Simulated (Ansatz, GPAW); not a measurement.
# Work function of a 2-layer slab of V(111) at several levels

Wanted: work functions and dipole of a 2-layer slab of V(111), with the cost of each level.

Main program and level: GPAW 26.7.0 and Ansatz 0.2.0; GPAW, PAW setups; slab in vacuum, in the first sound run; inputs show where later runs differ.

### Step 1. Set-up

The cell holds 2 atoms: 2 V. Cell: a = 4.271 Å, b = 4.271 Å, c = 16.872 Å, α = 90.0°, β = 90.0°, γ = 60.0°. Vacuum lies along c.

### Step 2. Relaxation

The atoms are relaxed first, since the surface dipole, and with it the work function, follows the positions of the outer layers. The lowest 1 atoms are held at bulk positions and keep their forces.

run.py reads:

```python
import json
import numpy as np
from ase import Atoms
from ase.constraints import FixAtoms
from ase.optimize import BFGS
from gpaw import GPAW, PW

slab = Atoms(
    ['V', 'V'],
    positions=[
        [4.27092, 2.46582, 8.00000],
        [0.00000, 0.00000, 8.87180]],
    cell=[[4.27092, 0.0, 0.0], [2.13546, 3.69873, 0.0], [0.0, 0.0, 16.8718]],
    pbc=[True, True, False])

slab.calc = GPAW(mode=PW(400), xc='PBE', kpts={'size': (9, 9, 1), 'gamma': True},
                 occupations={'name': 'fermi-dirac', 'width': 0.1}, nbands='160%',
                 convergence={'density': 0.0001}, maxiter=200,
                 poissonsolver={'dipolelayer': 'xy'},
                 symmetry={'tolerance': 1e-3, 'extra_ids': [1, 0]}, txt='slab.txt')
result = {}
slab.set_constraint(FixAtoms([0]))
path = []
opt = BFGS(slab, maxstep=0.2)
opt.attach(lambda: path.append((slab.get_potential_energy(), slab.positions.tolist(), slab.get_forces().tolist())))
result['relaxed'] = bool(opt.run(fmax=0.05, steps=30))
result['path'] = path
energy = slab.get_potential_energy()
fermi = slab.calc.get_fermi_level()
v = slab.calc.get_electrostatic_potential().mean((0, 1)) - fermi
n = slab.calc.get_pseudo_density().mean((0, 1))
L = slab.cell[2, 2]
z = np.arange(len(v)) * L / len(v)
low, high = slab.positions[:, 2].min(), slab.positions[:, 2].max()
below, above = np.interp([low - 5.8, high + 5.8], z, v)
slopes = [np.interp(x, z, np.gradient(v, z)) for x in (low - 5.8, high + 5.8)]
eps = np.array([[slab.calc.get_eigenvalues(k, s) for k in range(len(slab.calc.get_ibz_k_points()))]
                for s in range(slab.calc.get_number_of_spins())]) - fermi
top, bottom = eps[eps < 0].max(), eps[eps > 0].min()
dipole = slab.get_dipole_moment()[2]
print(f'energy {energy:.4f} eV, Fermi level {fermi:.4f} eV, dipole {dipole:.5f} e A')
print(f'potential 5.8 A off the faces, from the Fermi level: lower {below:.4f} eV, upper {above:.4f} eV')
print(f'slope of the potential there: lower {slopes[0]:.5f}, upper {slopes[1]:.5f} eV/A')
print(f'nearest levels on the mesh: {top:.4f} and {bottom:.4f} eV')
print('magnetic moment', round(slab.get_magnetic_moment(), 3))
result.update(energy=energy, fermi=fermi, dipole=dipole, below=below, above=above, slopes=slopes, edges=[top, bottom],
              z=z.tolist(), v=v.tolist(), n=n.tolist(), positions=slab.positions.tolist(),
              forces=slab.get_forces(apply_constraint=False).tolist(), moments=slab.get_magnetic_moments().tolist())
json.dump(result, open('result.json', 'w'))
```

Launch:

```console
$ OMP_NUM_THREADS=1 OPENBLAS_NUM_THREADS=1 python run.py
```

What it wrote:

```text
Step          Energy          fmax
BFGS:    0      -10.054964        0.259415
BFGS:    1      -10.055917        0.254934
BFGS:    2      -10.074018        0.095939
BFGS:    3      -10.076466        0.007967
energy -9.9299 eV, Fermi level -2.3754 eV, dipole -0.00007 e A
potential 5.8 A off the faces, from the Fermi level: lower 3.8998 eV, upper 3.8998 eV
slope of the potential there: lower -0.00008, upper 0.00009 eV/A
nearest levels on the mesh: -0.0067 and 0.0041 eV
magnetic moment 0.0
```

The job ended after 91 s (1 thread of Arm Neoverse V1, shared host; peak memory 0.19 GiB).

This run has no spin polarisation, although V can carry a moment.

Relaxation path:

```
step  energy less that of the first step (eV)  largest force (eV/Å)
   1                                   0.0000                0.2594
   2                                  -0.0010                0.2549
   3                                  -0.0135                0.0959
   4                                  -0.0194                0.0080
```

The atoms that moved most (Å):

| atom | dx | dy | dz | length |
| --- | --- | --- | --- | --- |
| V2 | 0.000 | 0.000 | -0.149 | 0.149 |

Final coordinates:

```
V
1.0
     4.27092    0.00000    0.00000
     2.13546    3.69873    0.00000
     0.00000    0.00000   16.87180
V
2
Direct
  0.66667 0.66667 0.47416
  0.00000 0.00000 0.51700
```

This step gave:

```
dipole along the normal                    : -6.66e-5 e·Å
levels nearest the Fermi level on the mesh : -0.006732, 0.004122 eV from the Fermi level
upper work function                        : 3.900 eV
lower work function                        : 3.900 eV
```

Electrostatic potential energy of an electron (without an applied field's), less the Fermi level, planar mean against z:

```csv
z (Å),"electrostatic potential energy of an electron (without an applied field's), less the Fermi level, planar mean (eV)"
0.0,3.90
0.5,3.90
1.0,3.90
1.5,3.90
2.0,3.90
2.5,3.90
3.0,3.90
3.5,3.90
4.0,3.90
4.5,3.89
5.0,3.87
5.5,3.82
6.0,3.66
6.5,3.17
7.0,1.72
7.5,-2.54
8.0,-9.01
8.5,-10.0
9.0,-5.72
9.5,0.363
10.0,2.71
10.5,3.51
11.0,3.77
11.5,3.86
12.0,3.89
12.5,3.90
13.0,3.90
13.5,3.90
14.0,3.90
14.5,3.90
15.0,3.90
15.5,3.90
16.0,3.90
16.5,3.90
```

The pseudo valence density, planar mean by z:

```
z (Å)  pseudo valence density, planar mean (e/Å³)
 0.00                                           0
 0.63                                           0
 1.05                                           0
 1.69                                           0
 2.32                                      1.6e-6
 2.95                                      6.6e-6
 3.37                                      1.7e-5
 4.01                                      7.4e-5
 4.64                                      3.1e-4
 5.27                                     0.00131
 5.69                                     0.00335
 6.33                                      0.0132
 6.96                                      0.0534
 7.38                                       0.193
 8.01                                        1.08
 8.65                                        1.08
 9.28                                       0.244
 9.70                                      0.0627
10.33                                      0.0151
10.97                                     0.00384
11.39                                     0.00150
12.02                                      3.6e-4
12.65                                      8.5e-5
13.29                                      2.0e-5
13.71                                      7.6e-6
14.34                                      1.8e-6
14.97                                           0
15.61                                           0
16.03                                           0
16.66                                           0
```

The relaxation lowered the energy of the cell by 0.0194 eV (energies extrapolated to zero smearing; the optimiser's log prints free energies). The largest force left on a free atom is 0.0080 eV/Å.

### Step 3. Plane waves, PBE

With the geometry fixed, the planar mean of the potential gives the vacuum level on each side.

run.py, as its differences from that of step 2:

```diff
@@ -3,4 +3,2 @@
 from ase import Atoms
-from ase.constraints import FixAtoms
-from ase.optimize import BFGS
 from gpaw import GPAW, PW
@@ -11,3 +9,3 @@
         [4.27092, 2.46582, 8.00000],
-        [0.00000, 0.00000, 8.87180]],
+        [0.00000, 0.00000, 8.72278]],
     cell=[[4.27092, 0.0, 0.0], [2.13546, 3.69873, 0.0], [0.0, 0.0, 16.8718]],
@@ -17,12 +15,6 @@
                  occupations={'name': 'fermi-dirac', 'width': 0.1}, nbands='160%',
-                 convergence={'density': 0.0001}, maxiter=200,
+                 convergence={'density': 1e-05}, maxiter=200,
                  poissonsolver={'dipolelayer': 'xy'},
-                 symmetry={'tolerance': 1e-3, 'extra_ids': [1, 0]}, txt='slab.txt')
+                 symmetry={'tolerance': 1e-3}, txt='slab.txt')
 result = {}
-slab.set_constraint(FixAtoms([0]))
-path = []
-opt = BFGS(slab, maxstep=0.2)
-opt.attach(lambda: path.append((slab.get_potential_energy(), slab.positions.tolist(), slab.get_forces().tolist())))
-result['relaxed'] = bool(opt.run(fmax=0.05, steps=30))
-result['path'] = path
 energy = slab.get_potential_energy()
```

What it wrote:

```text
energy -9.9299 eV, Fermi level -2.3754 eV, dipole -0.00001 e A
potential 5.8 A off the faces, from the Fermi level: lower 3.8998 eV, upper 3.8999 eV
slope of the potential there: lower -0.00009, upper 0.00010 eV/A
nearest levels on the mesh: -0.0067 and 0.0041 eV
magnetic moment 0.0
```

Run time: 27 s. Hardware: 1 thread; peak memory 0.2 GiB.

Numbers from this step:

```
dipole along the normal                    : -1.20e-5 e·Å
levels nearest the Fermi level on the mesh : -0.006730, 0.004120 eV from the Fermi level
```

Table of electrostatic potential energy of an electron (without an applied field's), less the Fermi level, planar mean by z:

(Unchanged from step 2.)

The pseudo valence density, planar mean by z:

```
z (Å)  pseudo valence density, planar mean (e/Å³)
    4                                      7.3e-5
    5                                      7.2e-4
    6                                     0.00672
    7                                      0.0615
    8                                        1.07
    9                                       0.674
   10                                      0.0316
   11                                     0.00361
   12                                      3.8e-4
   13                                      4.0e-5
```

The potential is flat to 9.9e-5 eV/Å where it is read, so the vacuum is wide enough.

### Step 4. Self-consistent run: xc = "LDA"

The same geometry under LDA, to see how far the functional moves the levels against the vacuum.

run.py, as its differences from that of step 3:

```diff
@@ -13,3 +13,3 @@
 
-slab.calc = GPAW(mode=PW(400), xc='PBE', kpts={'size': (9, 9, 1), 'gamma': True},
+slab.calc = GPAW(mode=PW(400), xc='LDA', kpts={'size': (9, 9, 1), 'gamma': True},
                  occupations={'name': 'fermi-dirac', 'width': 0.1}, nbands='160%',
```

What it wrote:

```text
energy -10.9780 eV, Fermi level -2.6300 eV, dipole -0.00001 e A
potential 5.8 A off the faces, from the Fermi level: lower 4.1463 eV, upper 4.1463 eV
slope of the potential there: lower -0.00007, upper 0.00008 eV/A
nearest levels on the mesh: -0.0060 and 0.0424 eV
magnetic moment 0.0
```

Elapsed: 24 s, on 1 thread; peak memory 0.19 GiB.

This step gave:

```yaml
dipole_along_the_normal: -1.47e-5 e·Å
levels_nearest_the_fermi_level_on_the_mesh: -0.005975, 0.04240 eV from the Fermi level
upper_work_function: 4.146 eV
lower_work_function: 4.146 eV
```

Electrostatic potential energy of an electron (without an applied field's), less the Fermi level, planar mean against z:

| z (Å) | electrostatic potential energy of an electron (without an applied field's), less the Fermi level, planar mean (eV) |
| --- | --- |
| 0.0 | 4.15 |
| 0.5 | 4.15 |
| 1.0 | 4.15 |
| 1.5 | 4.15 |
| 2.0 | 4.15 |
| 2.5 | 4.15 |
| 3.0 | 4.15 |
| 3.5 | 4.15 |
| 4.0 | 4.14 |
| 4.5 | 4.14 |
| 5.0 | 4.12 |
| 5.5 | 4.07 |
| 6.0 | 3.91 |
| 6.5 | 3.43 |
| 7.0 | 1.99 |
| 7.5 | -2.26 |
| 8.0 | -8.72 |
| 8.5 | -9.69 |
| 9.0 | -5.44 |
| 9.5 | 0.632 |
| 10.0 | 2.97 |
| 10.5 | 3.76 |
| 11.0 | 4.02 |
| 11.5 | 4.11 |
| 12.0 | 4.13 |
| 12.5 | 4.14 |
| 13.0 | 4.15 |
| 13.5 | 4.15 |
| 14.0 | 4.15 |
| 14.5 | 4.15 |
| 15.0 | 4.15 |
| 15.5 | 4.15 |
| 16.0 | 4.15 |
| 16.5 | 4.15 |

Table of pseudo valence density, planar mean by z:

z (Å), pseudo valence density, planar mean (e/Å³) and a bar:
```
     0.00       0.00 
     0.42       0.00 
     0.84       0.00 
     1.27       0.00 
     1.90       0.00 
     2.32       0.00 
     2.74       0.00 
     3.16       0.00 
     3.59       0.00 
     4.01       0.00 
     4.43       0.00 
     4.85       0.00 
     5.48       0.00 
     5.91       0.01 
     6.33       0.01 
     6.75       0.03 #
     7.17       0.10 ###
     7.59       0.43 ############
     8.01       1.08 ##############################
     8.65       1.08 ##############################
     9.07       0.54 ###############
     9.49       0.12 ###
     9.91       0.04 #
    10.33       0.01 
    10.76       0.01 
    11.18       0.00 
    11.81       0.00 
    12.23       0.00 
    12.65       0.00 
    13.08       0.00 
    13.50       0.00 
    13.92       0.00 
    14.34       0.00 
    14.76       0.00 
    15.40       0.00 
    15.82       0.00 
    16.24       0.00 
    16.66       0.00
```

Force by atom:

```
atom  x (eV/Å)  y (eV/Å)  z (eV/Å)   size
  V1     0.000     0.000     0.366  0.366
  V2     0.000     0.000    -0.366  0.366
```

The upper face's work function is 4.146 eV, against 3.900 eV in the first plane-wave PBE run at this geometry.

### Step 5. OptPBE vdW: xc = "optPBE-vdW"

The same geometry under optPBE-vdW, to see how far the functional moves the levels against the vacuum (the van der Waals functionals take revPBE setups).

run.py, as its differences from that of step 4:

```diff
@@ -13,3 +13,3 @@
 
-slab.calc = GPAW(mode=PW(400), xc='LDA', kpts={'size': (9, 9, 1), 'gamma': True},
+slab.calc = GPAW(mode=PW(400), xc='optPBE-vdW', kpts={'size': (9, 9, 1), 'gamma': True},
                  occupations={'name': 'fermi-dirac', 'width': 0.1}, nbands='160%',
```

What it wrote:

```text
energy -26.4068 eV, Fermi level -2.4835 eV, dipole -0.00001 e A
potential 5.8 A off the faces, from the Fermi level: lower 4.0419 eV, upper 4.0420 eV
slope of the potential there: lower -0.00018, upper 0.00019 eV/A
nearest levels on the mesh: -0.0143 and 0.0118 eV
magnetic moment 0.0
```

Elapsed: 43 s, on 1 thread; peak memory 0.36 GiB.

This step gave:

```
dipole along the normal                    : -1.15e-5 e·Å
levels nearest the Fermi level on the mesh : -0.01426, 0.01180 eV from the Fermi level
upper work function                        : 4.042 eV
lower work function                        : 4.042 eV
```

The electrostatic potential energy of an electron (without an applied field's), less the Fermi level, planar mean by z:

| z (Å) | electrostatic potential energy of an electron (without an applied field's), less the Fermi level, planar mean (eV) |
| --- | --- |
| 0 | 4.04 |
| 1 | 4.04 |
| 2 | 4.04 |
| 3 | 4.04 |
| 4 | 4.04 |
| 5 | 4.01 |
| 6 | 3.75 |
| 7 | 1.74 |
| 8 | -8.98 |
| 9 | -5.71 |
| 10 | 2.75 |
| 11 | 3.88 |
| 12 | 4.02 |
| 13 | 4.04 |
| 14 | 4.04 |
| 15 | 4.04 |
| 16 | 4.04 |

The upper face's work function is 4.042 eV, against 3.900 eV in the first plane-wave PBE run at this geometry.

### Step 6. Self-consistent run: xc = "revPBE"

The same geometry under revPBE, to see how far the functional moves the levels against the vacuum.

run.py, as its differences from that of step 5:

```diff
@@ -13,3 +13,3 @@
 
-slab.calc = GPAW(mode=PW(400), xc='optPBE-vdW', kpts={'size': (9, 9, 1), 'gamma': True},
+slab.calc = GPAW(mode=PW(400), xc='revPBE', kpts={'size': (9, 9, 1), 'gamma': True},
                  occupations={'name': 'fermi-dirac', 'width': 0.1}, nbands='160%',
```

What it wrote:

```text
energy -9.4824 eV, Fermi level -2.2646 eV, dipole -0.00001 e A
potential 5.8 A off the faces, from the Fermi level: lower 3.7809 eV, upper 3.7810 eV
slope of the potential there: lower -0.00010, upper 0.00011 eV/A
nearest levels on the mesh: -0.0068 and 0.0636 eV
magnetic moment 0.0
```

The job ended after 27 s (1 thread; peak memory 0.2 GiB).

Numbers from this step:

- dipole along the normal: -8.83e-6 e·Å
- levels nearest the Fermi level on the mesh: -0.006756, 0.06357 eV from the Fermi level
- upper work function: 3.781 eV
- lower work function: 3.781 eV

The upper face's work function is 3.781 eV, against 3.900 eV in the first plane-wave PBE run at this geometry.

### Step 7. Real-space grid: mode = "fd"

A real-space grid is a second complete basis, so it checks the plane-wave result.

run.py, as its differences from that of step 6:

```diff
@@ -3,3 +3,3 @@
 from ase import Atoms
-from gpaw import GPAW, PW
+from gpaw import GPAW
 
@@ -13,3 +13,3 @@
 
-slab.calc = GPAW(mode=PW(400), xc='revPBE', kpts={'size': (9, 9, 1), 'gamma': True},
+slab.calc = GPAW(mode='fd', h=0.18, xc='PBE', kpts={'size': (9, 9, 1), 'gamma': True},
                  occupations={'name': 'fermi-dirac', 'width': 0.1}, nbands='160%',
```

What it wrote:

```text
energy -10.0071 eV, Fermi level -3.8992 eV, dipole -0.00002 e A
potential 5.8 A off the faces, from the Fermi level: lower 3.8991 eV, upper 3.8992 eV
slope of the potential there: lower -0.00009, upper 0.00009 eV/A
nearest levels on the mesh: -0.0050 and 0.0029 eV
magnetic moment 0.0
```

It took 80 s on 1 thread; peak memory 0.42 GiB.

This step gave:

| Property | Result |
| --- | --- |
| dipole along the normal | -2.31e-5 e·Å |
| levels nearest the Fermi level on the mesh | -0.005034, 0.002898 eV from the Fermi level |
| upper work function | 3.899 eV |
| lower work function | 3.899 eV |

The upper face's work function is 3.899 eV, against 3.900 eV in the first plane-wave PBE run at this geometry.

### Step 8. Atomic orbitals: mode = "lcao"

Atom-centred orbitals end a few angstrom from the surface, which tests how much the density's tail matters.

run.py, as its differences from that of step 7:

```diff
@@ -13,4 +13,4 @@
 
-slab.calc = GPAW(mode='fd', h=0.18, xc='PBE', kpts={'size': (9, 9, 1), 'gamma': True},
-                 occupations={'name': 'fermi-dirac', 'width': 0.1}, nbands='160%',
+slab.calc = GPAW(mode='lcao', basis='dzp', h=0.18, xc='PBE', kpts={'size': (9, 9, 1), 'gamma': True},
+                 occupations={'name': 'fermi-dirac', 'width': 0.1}, nbands='120%',
                  convergence={'density': 1e-05}, maxiter=200,
```

What it wrote:

```text
energy -9.3648 eV, Fermi level -3.8665 eV, dipole -0.00001 e A
potential 5.8 A off the faces, from the Fermi level: lower 3.8665 eV, upper 3.8665 eV
slope of the potential there: lower -0.00000, upper 0.00000 eV/A
nearest levels on the mesh: -0.0157 and 0.0006 eV
magnetic moment 0.0
```

Wall time 52 s (1 thread); peak memory 0.26 GiB.

This step gave:

* dipole along the normal: -9.94e-6 e·Å
* levels nearest the Fermi level on the mesh: -0.01573, 5.85e-4 eV from the Fermi level
* upper work function: 3.866 eV
* lower work function: 3.867 eV

The upper face's work function is 3.866 eV, against 3.900 eV in the first plane-wave PBE run at this geometry.

### Step 9. All levels side by side

Times are for 1 thread of Arm Neoverse V1, shared host. The runs compared:

| no. | run | upper work function (eV) | time | memory (GiB) |
| --- | --- | --- | --- | --- |
| 1 | pw | 3.900 | 27 s | 0.2 |
| 2 | LDA | 4.146 | 24 s | 0.19 |
| 3 | optPBE vdW | 4.042 | 43 s | 0.36 |
| 4 | revPBE | 3.781 | 27 s | 0.2 |
| 5 | fd | 3.899 | 80 s | 0.42 |
| 6 | lcao | 3.866 | 52 s | 0.26 |

(Part 1 of 2 ends here.)

[Logs are printed without paths, hosts, clocks, repeated set-up lines and the standing remarks that a program may print on its own settings, such as how far it seeks lower states.]

[Hosts, paths, dates, database ids (printed as entryN), source tags and the programs' standing remarks are cut or masked in the printed files.]
